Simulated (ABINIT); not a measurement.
**SiO2 (P6_222): a self-consistent loop beyond G0W0, cycle by cycle**

How far does self-consistency move the gap of SiO2 (P6_222)?

Program: ABINIT 10.8.3. Level of theory: LDA and many-body steps on it, plane waves. Results are calculated unless marked as measured.

The database entry behind the starting cell is an old determination (1926), so it need not match the best structure at ambient conditions.

**1. Set-up**

Symmetry: P6_222, No. 180, hexagonal system. The conventional cell has a = 5.013 Å, b = 5.013 Å, c = 5.470 Å, α = 90.00°, β = 90.00°, γ = 120.00°. Nearest to Si lie 4 O at 1.62 Å. Nearest to O lie 2 Si at 1.62 Å. Farther neighbours and most contacts between anions are not listed.

The cell and positions come from the Crystallography Open Database and are kept as given unless a step says otherwise.

**2. Empty states on the mesh, 3×3×2 mesh, 205 bands**

This step: ABINIT 10.8.3; DFT, LDA, plane waves, norm-conserving pseudopotentials.

The sums over transitions need many empty states on a uniform mesh; this step solves for them.

run.abi reads:

```
acell 3*1.0 Angstrom
rprim 
  5.013000000017 -0.000000000004 0.000000000000
  -2.506500000005 4.341385349188 0.000000000000
  0.000000000000 0.000000000000 5.470000000000
ntypat 2
znucl 14 8
natom 9
typat 1 1 1 2 2 2 2 2 2
xred 
  0.500000000000 0.500000000000 0.333333333333
  0.000000000000 0.500000000000 0.666666666667
  0.500000000000 0.000000000000 -0.000000000000
  0.197000000000 0.803000000000 0.833333333333
  0.394000000000 0.197000000000 0.166666666667
  0.197000000000 0.394000000000 0.500000000000
  0.803000000000 0.197000000000 0.833333333333
  0.606000000000 0.803000000000 0.166666666667
  0.803000000000 0.606000000000 0.500000000000
pp_dirpath "pseudos"
pseudos "Si.upf, O.upf"
ecut 36
ngkpt 3 3 2
nshiftk 1
shiftk 0 0 0
kptopt 1
chksymbreak 0
iscf -2
irdden 1
istwfk *1
nband 205
nbdbuf 18
tolwfr 1e-09
nstep 60
prtvol 0
indata_prefix "in"
outdata_prefix "out"
tmpdata_prefix "tmp"
```

Started as:

```bash
> OMP_NUM_THREADS=1 mpirun -n 4 abinit run.abi > log
```

Numbers of over 12 decimals in the logs are rounded to 6 here.

Log:

```text
.Version 10.8.3 of ABINIT. v10.8.2 released Aug 2026.

 Symmetries : space group P6_2 2 2 (#180); Bravais hP (primitive hexag.)
[... echo of the input left out ...]
== DATASET  1 ==================================================================
-   mpi_nproc: 4, omp_nthreads: 1 (-1 if OMP is not activated)

--- !DatasetInfo
iteration_state: {dtset: 1, }
dimensions: {natom: 9, nkpt: 6, mband: 205, nsppol: 1, nspinor: 1, nspden: 1, mpw: 8320, }
cutoff_energies: {ecut:  36.0, pawecutdg:  -1.0, }
[...]
2.45794    2.46719    2.46719    2.46733    2.48691    2.49338    2.49338    2.50343
   2.50343    2.51319    2.51319    2.55334    2.56165    2.56165    2.58957    2.63137
   2.63153    2.63873    2.65317    2.65438    2.67934
 prteigrs : prtvol=0 or 1, do not print more k-points.

== END DATASET(S) ==============================================================
================================================================================

 -outvars: echo values of variables after computation  --------
            nband         205
             nkpt           6
          spgroup         180
 [... the other variables as echoed above ...]

 Calculation completed.
```

Wall time 2.8 min (4 MPI ranks of Arm Neoverse V1, shared host); peak memory 0.51 GiB.

Numbers from this step:

```
gap                                                           : 5.373 eV
k of the valence top                                          : 0, 0, 0.5
k of the conduction bottom                                    : 0, 0, 0
least direct gap                                              : 5.488 eV
k points computed                                             : 6
lowest point of the top converged band, above the valence top : 66.5291 eV
```

On this mesh the gap is 5.373 eV.

The density comes from a self-consistent run that is not shown.

**3. Screening, 3×3×2 mesh, 187 bands, screening to 106.1 eV**

The RPA dielectric matrix is built and inverted for each q.

This step: RPA screening on LDA, plane waves, norm-conserving pseudopotentials.

run.abi: that of step 2 with these lines changed.

```diff
@@ -27,10 +27,11 @@
 chksymbreak 0
-iscf -2
-irdden 1
 istwfk *1
-nband 205
-nbdbuf 18
-tolwfr 1e-09
-nstep 60
-prtvol 0
+occopt 1
+irdwfk 1
+optdriver 3
+nband 187
+ecuteps 3.9
+inclvkb 2
+awtr 1
+symchi 1
 indata_prefix "in"
```

Log:

```text
.Version 10.8.3 of ABINIT. v10.8.2 released Aug 2026.

 Symmetries : space group P6_2 2 2 (#180); Bravais hP (primitive hexag.)
[... echo of the input left out ...]
== DATASET  1 ==================================================================
-   mpi_nproc: 4, omp_nthreads: 1 (-1 if OMP is not activated)

--- !DatasetInfo
iteration_state: {dtset: 1, }
dimensions: {natom: 9, nkpt: 6, mband: 187, nsppol: 1, nspinor: 1, nspden: 1, mpw: 8320, }
cutoff_energies: {ecut:  36.0, pawecutdg:  -1.0, }
electrons: {nelect:   4.80000000E+01, charge:   0.00000000E+00, occopt:   1.00000000E+00, tsmear:   1.00000000E-02, }

 SCREENING: Calculation of the susceptibility and dielectric matrices

 Based on a program developped by R.W. Godby, V. Olevano, G. Onida, and L. Reining.
 Incorporated in ABINIT by V. Olevano, G.-M. Rignanese, and M. Torrent.
.Using double precision arithmetic ; gwpc =  8

[... cell and pseudopotentials left out ...]
--------------------------------------------------------------------------------

 ==== K-mesh for the wavefunctions ====
 Number of points in the irreducible wedge :     6
[... list of points left out ...]
 Together with 12 symmetry operations and time-reversal symmetry
 yields    18 points in the full Brillouin Zone.

 ==== Q-mesh for the screening function ====
 Number of points in the irreducible wedge :     6
[... list of points left out ...]
 Together with 12 symmetry operations and time-reversal symmetry
 yields    18 points in the full Brillouin Zone.

 setmesh: FFT mesh size selected  =    36x   36x   45
          total number of points  =        58320

 vcoul_init : cutoff-mode = AUXILIARY_FUNCTION
 q-points for optical limit:   1
     1)      0.000010    0.000020    0.000030

- screening: taking advantage of time-reversal symmetry
- Maximum band index for partially occupied states nbvw = 24
- Remaining bands to be divided among processors   nbcw = 163
- Number of bands treated by each node ~40

 Number of electrons calculated from density =   48.0000; Expected =   48.0000
 average of density, n =  0.059749
 r_s =    1.5868
 omega_plasma =   23.5788 [eV]

 calculating chi0 at frequencies [eV] :
  1    0.000000E+00    0.000000E+00
  2    0.000000E+00    2.357877E+01

--------------------------------------------------------------------------------
  q-point number  1        q = ( 0.000000, 0.000000, 0.000000) [r.l.u.]
--------------------------------------------------------------------------------
[... chi0 elements left out ...]
 For q-point:  0.000010 0.000020 0.000030
  dielectric constant =   2.3668
  dielectric constant without local fields =   2.5709

  Average fulfillment of the sum rule on Im[epsilon] for q-point    1 :     64.94  [%]
[... wings left out ...]
  q-point number  2        q = ( 0.333333, 0.000000, 0.000000) [r.l.u.]
--------------------------------------------------------------------------------
[... chi0 elements left out ...]
  Average fulfillment of the sum rule on Im[epsilon] for q-point    2 :     70.78  [%]

 [... 4 further q-points ...]
```

Elapsed: 2 min, on 4 MPI ranks; peak memory 2.1 GiB.

This step gave:

```
ε∞ with local fields, on this mesh, along the program's q direction : 2.367
the same without local fields                                       : 2.571
plasma frequency                                                    : 23.58 eV
plane waves in the screening matrix                                 : 303
```

Local fields lower ε∞ by 8 %. On a Γ-centred mesh this coarse the value itself is usually too large, while a short band sum pulls it down.

**4. G0W0**

The self-energy is evaluated for the states that the input lists, and the levels follow from it, in one-shot runs by the linearised quasiparticle equation.

This step: G0W0 on LDA, plane waves, norm-conserving pseudopotentials.

run.abi: that of step 3 with these lines changed.

```diff
@@ -30,8 +30,17 @@
 irdwfk 1
-optdriver 3
+optdriver 4
 nband 187
+gwcalctyp 0
+ecutsigx 36
+symsigma 1
+nkptgw 2
+kptgw 
+  0.0000000000 0.0000000000 0.5000000000
+  0.0000000000 0.0000000000 0.0000000000
+bdgw 
+  23 26
+  22 27
 ecuteps 3.9
-inclvkb 2
-awtr 1
-symchi 1
+irdscr 1
+ppmodel 1
 indata_prefix "in"
```

Log:

```text
.Version 10.8.3 of ABINIT. v10.8.2 released Aug 2026.

 Symmetries : space group P6_2 2 2 (#180); Bravais hP (primitive hexag.)
[... echo of the input left out ...]
== DATASET  1 ==================================================================
-   mpi_nproc: 4, omp_nthreads: 1 (-1 if OMP is not activated)

--- !DatasetInfo
iteration_state: {dtset: 1, }
dimensions: {natom: 9, nkpt: 6, mband: 187, nsppol: 1, nspinor: 1, nspden: 1, mpw: 8320, }
cutoff_energies: {ecut:  36.0, pawecutdg:  -1.0, }
electrons: {nelect:   4.80000000E+01, charge:   0.00000000E+00, occopt:   1.00000000E+00, tsmear:   1.00000000E-02, }

 SIGMA: Calculation of the GW corrections

 Based on a program developped by R.W. Godby, V. Olevano, G. Onida, and L. Reining.
 Incorporated in ABINIT by V. Olevano, G.-M. Rignanese, and M. Torrent.
.Using double precision arithmetic ; gwpc =  8

[... cell and pseudopotentials left out ...]
--------------------------------------------------------------------------------

 ==== K-mesh for the wavefunctions ====
 Number of points in the irreducible wedge :     6
[... list of points left out ...]
 Together with 12 symmetry operations and time-reversal symmetry
 yields    18 points in the full Brillouin Zone.

 ==== Q-mesh for screening function ====
 Number of points in the irreducible wedge :     6
[... list of points left out ...]
 Together with 12 symmetry operations and time-reversal symmetry
 yields    18 points in the full Brillouin Zone.

 vcoul_init : cutoff-mode = AUXILIARY_FUNCTION
 q-points for optical limit:   1
     1)      0.000010    0.000020    0.000030
 setmesh: FFT mesh size selected  =    45x   45x   60
          total number of points  =       121500

 Number of electrons calculated from density =   48.0000; Expected =   48.0000
 average of density, n =  0.059749
 r_s =    1.5868
 omega_plasma =   23.5788 [eV]

 === KS Band Gaps ===
  >>>> For spin  1
   Minimum direct gap =   5.4877 [eV], located at k-point      :   0.0000  0.0000  0.0000
   Fundamental gap    =   5.3731 [eV], Top of valence bands at :   0.0000  0.0000  0.5000
                                       Bottom of conduction at :   0.0000  0.0000  0.0000
 SIGMA fundamental parameters:
 PLASMON POLE MODEL  1
 number of plane-waves for SigmaX                 8277
 number of plane-waves for SigmaC and W            303
 number of plane-waves for wavefunctions          8277
 number of bands                                   187
 number of independent spin polarizations            1
 number of spinorial components                      1
 number of k-points in IBZ                           6
 number of q-points in IBZ                           6
 number of symmetry operations                      12
 number of k-points in BZ                           18
 number of q-points in BZ                           18
 number of frequencies for dSigma/dE                 9
 frequency step for dSigma/dE [eV]                0.25
 number of omega for Sigma on real axis              0
 max omega for Sigma on real axis  [eV]           0.00
 zcut for avoiding poles [eV]                     0.10

 EPSILON^-1 parameters (SCR file):
 dimension of the eps^-1 matrix on file            303
 dimension of the eps^-1 matrix used               303
 number of plane-waves for wavefunctions          8277
 number of bands                                   187
 number of q-points in IBZ                           6
 number of frequencies                               2
 number of real frequencies                          1
 number of imag frequencies                          1

 matrix elements of self-energy operator (all in [eV])

 Perturbative Calculation

--- !SelfEnergy_ee
iteration_state: {dtset: 1, }
kpoint     : [   0.000,    0.000,    0.500, ]
spin       : 1
KS_gap     :    7.208
QP_gap     :   10.347
Delta_QP_KS:    3.139
data: !SigmaeeData |
     Band     E0 <VxcDFT>   SigX SigC(E0)      Z dSigC/dE  Sig(E)    E-E0       E
       23  -0.181 -19.875 -25.701   4.098   0.813  -0.231 -21.279  -1.404  -1.585
       24  -0.181 -19.875 -25.701   4.098   0.813  -0.231 -21.279  -1.404  -1.585
       25   7.027 -12.012  -7.075  -2.925   0.862  -0.160 -10.277   1.734   8.762
       26   7.027 -12.012  -7.075  -2.925   0.862  -0.160 -10.277   1.734   8.762

--- !SelfEnergy_ee
iteration_state: {dtset: 1, }
kpoint     : [   0.000,    0.000,    0.000, ]
spin       : 1
KS_gap     :    5.488
QP_gap     :    8.355
Delta_QP_KS:    2.867
data: !SigmaeeData |
     Band     E0 <VxcDFT>   SigX SigC(E0)      Z dSigC/dE  Sig(E)    E-E0       E
       22  -0.677 -19.048 -24.867   3.999   0.814  -0.229 -20.529  -1.481  -2.158
       23  -0.677 -19.048 -24.867   3.999   0.814  -0.229 -20.529  -1.481  -2.158
       24  -0.296 -19.821 -25.621   4.077   0.813  -0.230 -21.221  -1.400  -1.696
       25   5.192 -10.597  -5.927  -2.986   0.871  -0.147  -9.130   1.467   6.659
       26   8.457 -11.660  -6.244  -3.202   0.859  -0.164  -9.758   1.902  10.359
       27   8.457 -11.660  -6.244  -3.202   0.859  -0.164  -9.758   1.902  10.359

== END DATASET(S) ==============================================================
================================================================================

 -outvars: echo values of variables after computation  --------
           etotal      0.0000000000E+00
            nband         187
             nkpt           6
          spgroup         180
 [... the other variables as echoed above ...]

 Calculation completed.
```

It took 18 s on 4 MPI ranks; peak memory 1.7 GiB.

This step gave:

```
G0W0 gap on the points computed              : 8.244 eV
starting gap on the mesh                     : 5.373 eV
k of the valence top                         : 0, 0, 0.5
k of the conduction bottom                   : 0, 0, 0
Z at the valence top                         : 0.813
Z at the conduction bottom                   : 0.871
least direct G0W0 gap on the computed points : 8.355 eV
```

The gap on the mesh goes from 5.37 eV to 8.24 eV, a correction of +2.87 eV.

**5. evGW0, cycle 1**

This step: evGW0 on LDA, plane waves, norm-conserving pseudopotentials.

run.abi: that of step 4 with these lines changed.

```diff
@@ -32,12 +32,20 @@
 nband 187
-gwcalctyp 0
+gwcalctyp 10
 ecutsigx 36
 symsigma 1
-nkptgw 2
+nkptgw 6
 kptgw 
+  0.0000000000 0.0000000000 0.0000000000
+  0.3333333333 0.0000000000 0.0000000000
+  0.3333333333 0.3333333333 0.0000000000
   0.0000000000 0.0000000000 0.5000000000
-  0.0000000000 0.0000000000 0.0000000000
+  0.3333333333 0.0000000000 0.5000000000
+  0.3333333333 0.3333333333 0.5000000000
 bdgw 
-  23 26
-  22 27
+  7 35
+  7 35
+  7 35
+  7 35
+  7 35
+  7 35
 ecuteps 3.9
```

Log:

```text
.Version 10.8.3 of ABINIT. v10.8.2 released Aug 2026.

 Symmetries : space group P6_2 2 2 (#180); Bravais hP (primitive hexag.)
[... echo of the input left out ...]
== DATASET  1 ==================================================================
-   mpi_nproc: 4, omp_nthreads: 1 (-1 if OMP is not activated)

--- !DatasetInfo
iteration_state: {dtset: 1, }
dimensions: {natom: 9, nkpt: 6, mband: 187, nsppol: 1, nspinor: 1, nspden: 1, mpw: 8320, }
cutoff_energies: {ecut:  36.0, pawecutdg:  -1.0, }
electrons: {nelect:   4.80000000E+01, charge:   0.00000000E+00, occopt:   1.00000000E+00, tsmear:   1.00000000E-02, }

 SIGMA: Calculation of the GW corrections

 Based on a program developped by R.W. Godby, V. Olevano, G. Onida, and L. Reining.
 Incorporated in ABINIT by V. Olevano, G.-M. Rignanese, and M. Torrent.
.Using double precision arithmetic ; gwpc =  8

[... cell and pseudopotentials left out ...]
--------------------------------------------------------------------------------

 ==== K-mesh for the wavefunctions ====
 Number of points in the irreducible wedge :     6
[... list of points left out ...]
 Together with 12 symmetry operations and time-reversal symmetry
 yields    18 points in the full Brillouin Zone.

 ==== Q-mesh for screening function ====
 Number of points in the irreducible wedge :     6
[... list of points left out ...]
 Together with 12 symmetry operations and time-reversal symmetry
 yields    18 points in the full Brillouin Zone.

 vcoul_init : cutoff-mode = AUXILIARY_FUNCTION
 q-points for optical limit:   1
     1)      0.000010    0.000020    0.000030
 setmesh: FFT mesh size selected  =    45x   45x   60
          total number of points  =       121500

 Number of electrons calculated from density =   48.0000; Expected =   48.0000
[...]
KS_gap     :    8.185
QP_gap     :   11.516
Delta_QP_KS:    3.331
data: !SigmaeeData |
     Band     E_DFT   <VxcDFT>   E(N-1)  <Hhartree>   SigX  SigC[E(N-1)]    Z     dSigC/dE  Sig[E(N)]  DeltaE  E(N)_pert E(N)_diago
[...]
--- !SelfEnergy_ee
iteration_state: {dtset: 1, }
kpoint     : [   0.333,    0.333,    0.500, ]
spin       : 1
KS_gap     :    9.131
QP_gap     :   12.747
Delta_QP_KS:    3.616
data: !SigmaeeData |
     Band     E_DFT   <VxcDFT>   E(N-1)  <Hhartree>   SigX  SigC[E(N-1)]    Z     dSigC/dE  Sig[E(N)]  DeltaE  E(N)_pert E(N)_diago
[...]
34    11.217   -11.253    11.217    22.469    -5.282    -3.586     0.854    -0.171    -9.216     2.037    13.253    13.601
       35    11.217   -11.253    11.217    22.469    -5.282    -3.586     0.854    -0.171    -9.216     2.037    13.253    13.601

 New Fermi energy :        9.124402E-02 Ha ,    2.482876E+00 eV

 === QP Band Gaps ===
  >>>> For spin  1
   Minimum direct gap =   8.8932 [eV], located at k-point      :   0.0000  0.0000  0.0000
   Fundamental gap    =   8.7843 [eV], Top of valence bands at :   0.0000  0.0000  0.5000
                                       Bottom of conduction at :   0.0000  0.0000  0.0000

 writing QP data on file : out_QPS

 Convergence of QP corrections
 >>>>> For spin  1 <<<<<
.  kptgw no:  1; Maximum DeltaE = (   1.814  -0.000) for band index: 28
.  kptgw no:  2; Maximum DeltaE = (   1.978  -0.000) for band index: 27
.  kptgw no:  3; Maximum DeltaE = (   1.910  -0.000) for band index: 28
.  kptgw no:  4; Maximum DeltaE = (   1.679  -0.000) for band index: 27
.  kptgw no:  5; Maximum DeltaE = (   1.945  -0.000) for band index: 29
.  kptgw no:  6; Maximum DeltaE = (   2.056   0.000) for band index:  2

== END DATASET(S) ==============================================================
================================================================================

 -outvars: echo values of variables after computation  --------
           etotal      0.0000000000E+00
            nband         187
             nkpt           6
          spgroup         180
 [... the other variables as echoed above ...]

 Calculation completed.
```

The job ended after 6.1 min (4 MPI ranks; peak memory 2.6 GiB).

This step gave:

```yaml
quasiparticle_gap_on_the_mesh: 8.784 eV
gap_of_the_density_functional_on_the_mesh: 5.373 eV
k_of_the_valence_top: 0, 0, 0.5
k_of_the_conduction_bottom: 0, 0, 0
z_at_the_valence_top: 0.813
z_at_the_conduction_bottom: 0.871
least_direct_quasiparticle_gap_on_the_computed_points: 8.893 eV
```

Against G0W0 in ABINIT (3×3×2 mesh, 187 bands, screening to 106.1 eV, Godby-Needs plasmon pole), the gap moves by +0.540 eV. This first cycle still uses the starting levels; it takes the full correction, at all points of the mesh, and its linearised value is 8.244 eV.

**6. evGW0, cycle 2**

The corrected levels of the last cycle go back in.

run.abi: that of step 5 with these lines changed.

```diff
@@ -53,2 +53,3 @@
 ppmodel 1
+irdqps 1
 indata_prefix "in"
```

Log:

```text
.Version 10.8.3 of ABINIT. v10.8.2 released Aug 2026.

 Symmetries : space group P6_2 2 2 (#180); Bravais hP (primitive hexag.)
[... echo of the input left out ...]
== DATASET  1 ==================================================================
-   mpi_nproc: 4, omp_nthreads: 1 (-1 if OMP is not activated)

--- !DatasetInfo
iteration_state: {dtset: 1, }
dimensions: {natom: 9, nkpt: 6, mband: 187, nsppol: 1, nspinor: 1, nspden: 1, mpw: 8320, }
cutoff_energies: {ecut:  36.0, pawecutdg:  -1.0, }
[...]
.  kptgw no:  4; Maximum DeltaE = (  -0.153   0.001) for band index: 28
.  kptgw no:  5; Maximum DeltaE = (  -0.137  -0.000) for band index: 29
.  kptgw no:  6; Maximum DeltaE = (   0.057   0.000) for band index: 21

== END DATASET(S) ==============================================================
================================================================================

 -outvars: echo values of variables after computation  --------
           etotal      0.0000000000E+00
            nband         187
             nkpt           6
          spgroup         180
 [... the other variables as echoed above ...]

 Calculation completed.
```

The job ended after 6.1 min (4 MPI ranks; peak memory 2.6 GiB; 24 min of CPU time).

Numbers from this step:

| Property | Result |
| --- | --- |
| quasiparticle gap on the mesh | 8.681 eV |
| gap of the density functional on the mesh | 5.373 eV |
| k of the valence top | 0, 0, 0.5 |
| k of the conduction bottom | 0, 0, 0 |
| least direct quasiparticle gap on the computed points | 8.792 eV |

Against the cycle before, the gap moves by −0.103 eV.

(Continued in part 2 of 3.)

[Paths, hosts, dates, memory and timing lines, banners, echoed tables and standing remarks are left out of the program output.]

[Logs are printed without paths, hosts, clocks, repeated set-up lines and the standing remarks that a program may print on its own settings, such as how far it seeks lower states.]

[Runs of the session that timed out or met a known fault of the program may be left out.]

[Hosts, paths, dates, database ids (printed as entryN), source tags and the programs' standing remarks are cut or masked in the printed files.]

[G0W0 gaps are taken among the corrected bands and points alone; a level outside them can change the order at an edge.]

[Where Ansatz stands beside ABINIT at settings called matched, ABINIT's density can come from a denser mesh and the files from another edition; pairs whose starting gaps differed by over 0.03 eV were left out, so agreement reads better than it is.]
